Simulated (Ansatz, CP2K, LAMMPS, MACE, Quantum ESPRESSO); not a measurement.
# Amorphous 92HfO2-8La2O3 (mol %) (79 atoms): one relaxed cell, several methods

What does relaxation change in amorphous 92HfO2-8La2O3 (mol %) (79 atoms), and how far do other programs agree with plane waves on the relaxed cell?

These are calculated values.

## Step 1: The structure

The cell holds 79 atoms (23 Hf, 4 La and 52 O), with edges of 10.43, 10.43 and 10.43 Å. Recipe: 79 atoms (23 Zr, 4 Nd, 52 O) placed at random at 5.13 g/cm³, melted at 5000 K for 10 ps at fixed volume with the Morse and Coulomb pair potential with partial charges (Pedone, Malavasi, Menziani, Cormack and Segre, J. Phys. Chem. B 110, 11780 (2006)). Quenched from 5000 K to 300 K at 50 K/ps and fixed volume, held 5 ps, then minimised at fixed cell. Then Zr was replaced by Hf, Nd was replaced by La (the potential has no terms for the new elements, so the cell is a start for a DFT relaxation). Then the atoms were relaxed with MACE MP-0b3 medium in the fixed cell. Then the atoms were relaxed with CP2K double zeta, PBE.

## Step 2: The relaxation

CP2K double zeta (DZVP-MOLOPT-SR, GTH-PBE potentials, 480 Ry; k-points Γ) took 21 geometry steps and reached its thresholds. It started from the geometry that MACE MP-0b3 medium had relaxed.

Wall time 29 min (4 MPI ranks of Arm Neoverse V1, shared host); peak memory 4.5 GiB; 1.9 h of CPU time.

```csv
,before,after
energy (meV/atom),0,-3.9
Hf-O bonds under 2.82 Å,133 at 2.131 Å,132 at 2.122 Å
La-O bonds under 3.23 Å,28 at 2.595 Å,28 at 2.607 Å
```

Atoms moved by 0.04 Å r.m.s. and 0.11 Å at most, with the common shift taken off.

## Step 3: Local order after relaxation

Density 8.03 g/cm³, 14.37 Å³ an atom.

Pair distribution functions g(r), in bins of 0.2 Å:

```
r (Å)  total   O-O  O-Hf  O-La  Hf-Hf  Hf-La  La-La
 1.90   0.68  0.00  1.76  0.00   0.00   0.00   0.00
 2.10   2.94  0.00  7.68  0.00   0.00   0.00   0.00
 2.30   0.75  0.00  1.54  2.36   0.00   0.00   0.00
 2.50   0.50  0.72  0.06  2.44   0.00   0.00   0.00
 2.70   0.84  1.38  0.10  3.04   0.00   0.00   0.00
 2.90   1.43  2.92  0.23  1.04   0.00   0.00   0.00
 3.10   0.98  2.00  0.19  0.22   0.34   0.00   0.00
 3.30   0.86  1.32  0.20  0.20   2.19   0.43   0.00
 3.50   0.83  0.99  0.46  0.53   1.94   0.79   0.00
 3.70   1.02  0.78  0.85  0.64   2.46   3.62   0.00
 3.90   1.15  0.73  1.19  0.56   3.12   2.62   0.00
 4.10   1.05  0.79  1.17  1.42   0.71   2.96   6.80
 4.30   0.97  0.80  1.33  0.59   0.47   1.08   0.00
 4.50   0.96  0.53  1.44  1.28   0.67   1.22   2.70
 4.70   1.14  0.74  1.78  0.99   0.70   0.46   0.00
 4.90   0.95  0.80  1.23  0.99   0.78   0.00   0.00
 5.10   0.96  1.00  0.90  1.43   0.78   0.57   0.00
```

Bonds by pair of elements; cutoffs follow the first minimum of g(r), held within bounds set by covalent radii, and pairs that aren't listed don't count as bonded:

| pair A-B | cutoff (Å) | bonds | mean length (Å) | spread (Å) | shortest (Å) | B about A | A about B |
| --- | --- | --- | --- | --- | --- | --- | --- |
| O-Hf | 2.82 | 132 | 2.12 | 0.141 | 1.91 | 2.54 | 5.74 |
| O-La | 3.23 | 28 | 2.61 | 0.203 | 2.29 | 0.538 | 7 |

How many atoms have how many bonded neighbours:

```csv
element,mean,2,3,4,5,6,7,8
Hf,5.74,0,0,0,7,15,1,0
La,7,0,0,0,0,1,2,1
O,3.08,3,42,7,0,0,0,0
```

Bond angles, per cent of each kind in bins of 5°:

| angle (°) | O-Hf-O | Hf-O-Hf | O-La-O | Hf-O-La |
| --- | --- | --- | --- | --- |
| 55–60 | 0.0 | 0.0 | 1.2 | 0.0 |
| 60–65 | 0.0 | 0.0 | 11.8 | 0.0 |
| 65–70 | 1.6 | 0.0 | 8.2 | 0.0 |
| 70–75 | 9.5 | 0.0 | 4.7 | 0.0 |
| 75–80 | 7.9 | 0.9 | 7.1 | 0.0 |
| 80–85 | 10.1 | 0.0 | 7.1 | 1.8 |
| 85–90 | 10.1 | 1.8 | 3.5 | 1.8 |
| 90–95 | 13.3 | 4.5 | 9.4 | 8.9 |
| 95–100 | 7.3 | 10.8 | 3.5 | 7.1 |
| 100–105 | 6.3 | 13.5 | 3.5 | 16.1 |
| 105–110 | 4.8 | 10.8 | 4.7 | 16.1 |
| 110–115 | 4.1 | 3.6 | 1.2 | 12.5 |
| 115–120 | 0.9 | 1.8 | 8.2 | 16.1 |
| 120–125 | 0.6 | 9.9 | 1.2 | 5.4 |
| 125–130 | 1.9 | 9.0 | 3.5 | 3.6 |
| 130–135 | 2.2 | 17.1 | 3.5 | 5.4 |
| 135–140 | 2.5 | 5.4 | 2.4 | 3.6 |
| 140–145 | 1.9 | 3.6 | 0.0 | 1.8 |
| 145–150 | 1.6 | 2.7 | 3.5 | 0.0 |
| 150–155 | 3.8 | 0.9 | 1.2 | 0.0 |
| 155–160 | 2.9 | 1.8 | 1.2 | 0.0 |
| 160–165 | 2.5 | 0.9 | 4.7 | 0.0 |
| 165–170 | 1.6 | 0.9 | 2.4 | 0.0 |
| 170–175 | 2.2 | 0.0 | 1.2 | 0.0 |
| 175–180 | 0.3 | 0.0 | 1.2 | 0.0 |

Bond angles (no mean is given where the spread exceeds 20°):

```
  angle  count  mean (°)  spread (°)
 O-Hf-O    316         -           -
Hf-O-Hf    111       119        18.5
 O-La-O     85         -           -
Hf-O-La     56       111        13.4
La-O-La      4       102         5.8
```

Bond length by coordination (bonds to H left out):

```
element  coordination  atoms  mean bond length (Å)
     Hf             5      7                  2.07
     Hf             6     15                  2.14
     Hf             7      1                  2.19
     La             6      1                  2.52
     La             7      2                  2.62
     La             8      1                  2.65
      O             2      3                  1.97
      O             3     42                  2.19
      O             4      7                  2.36
```

For some of the pairs, g(r) has its first main peak near 2.9 Å (O-O), 2.1 Å (O-Hf), 2.6 Å (O-La) and 3.7 Å (Hf-La). With the cutoffs above, 65 % of Hf atoms have 6, 50 % of La atoms have 7 and 81 % of O atoms have 3 bonded neighbours.

## Step 4: The plane-wave reference

Quantum ESPRESSO 7.5: Kohn-Sham DFT, PBE, SSSP efficiency 1.3.0 pseudopotentials, plane waves. Its input for the relaxed cell:

```
&control
  calculation = 'scf'
  pseudo_dir = './pseudo'
  outdir = './tmp'
  disk_io = 'none'
  tprnfor = .true.
  tstress = .true.
/
&system
  ibrav = 0
  nat = 79
  ntyp = 3
  ecutwfc = 60
  ecutrho = 480
  nosym = .true.
  occupations = 'smearing'
  smearing = 'fd'
  degauss = 0.003675
/
&electrons
  conv_thr = 4.0e-07
  electron_maxstep = 100
  mixing_beta = 0.4
  mixing_mode = 'plain'
  diagonalization = 'david'
/
ATOMIC_SPECIES
Hf 178.490 Hf.upf
La 138.905 La.upf
O 15.999 O.upf
CELL_PARAMETERS angstrom
10.43300 0.00000 0.00000
0.00000 10.43300 0.00000
0.00000 0.00000 10.43300
ATOMIC_POSITIONS crystal
Hf 0.18464 0.86230 0.63795
Hf 0.38077 0.43953 0.07596
Hf 0.70434 0.49276 0.47411
[... 74 atom lines left out ...]
O 0.57573 0.11728 0.29126
O 0.50828 0.92601 0.86769
K_POINTS gamma
```

Wall time 6.4 min (4 MPI ranks of Arm Neoverse V1, shared host); peak memory 7.2 GiB; 26 min of CPU time.

## Step 5: Side by side

CPU times are from a shared host and are rough.

| level | basis or training data | k-points | own r.m.s. force (meV/Å) | difference from the reference (meV/Å) | pressure (GPa) | Kohn-Sham gap (eV) | CPU time | memory (GiB) |
| --- | --- | --- | --- | --- | --- | --- | --- | --- |
| QE, PBE | plane waves, SSSP efficiency, 60/480 Ry | Γ | 140 | - | -3.84 | 3.61 | 26 min | 7.2 |
| MACE MP-0b3 medium | trained on PBE(+U) plane-wave data | - | 160 | 79 | -4.54 | - | 8.6 s | 1.0 |

The gap is the spacing of the highest filled and lowest empty Kohn-Sham level on the mesh; a dash marks partly filled levels, a spacing under 0.15 eV or a method without such levels.

## Step 6: Outcome

Relaxation in the fixed cell lowers the energy by 4 meV/atom at its own level and moves atoms by up to 0.11 Å. By the cutoffs of the final cell 0 bonds formed and 1 was lost, leaving 160. The reference finds an r.m.s. force of 140 meV/Å there and a pressure of -3.84 GPa, at a geometry that CP2K double zeta made.

Forces differ from the reference's by 79 meV/Å (MACE MP-0b3 medium). CP2K double zeta is at its own minimum here, so the reference's force is itself a measure of how the two differ. Pressures lie -0.7 GPa (MACE MP-0b3 medium) from the reference's. The highest filled and lowest empty levels lie 3.61 eV apart in the reference. With the cutoffs above, 65 % of Hf atoms have 6, 50 % of La atoms have 7 and 81 % of O atoms have 3 bonded neighbours.

Caveats: The density was set by the recipe and held. One sample of a disordered cell; defect or tail levels can set the gap. Gaps are read on the mesh, which holds the band edges only if they fold onto it, and semilocal functionals tend to put them under measured ones. The quench rate of 50 K/ps is many orders above laboratory rates, so the cell is likely richer in defects and strain than a real sample. The reference samples only Γ, in a cell whose shortest periodic width is 10 Å. Spin–orbit coupling is left out, which matters for the levels of the heavy elements. The plane-wave runs aren't exact: their cutoffs and mesh weren't converged further here. Where levels are smeared, the DFT runs use Fermi–Dirac occupations at 580 K (0.05 eV), and energies are free energies.

[Logs are printed without paths, hosts, clocks, repeated set-up lines and the standing remarks that a program may print on its own settings, such as how far it seeks lower states.]

[Hosts, paths, dates, database ids (printed as entryN), source tags and the programs' standing remarks are cut or masked in the printed files.]
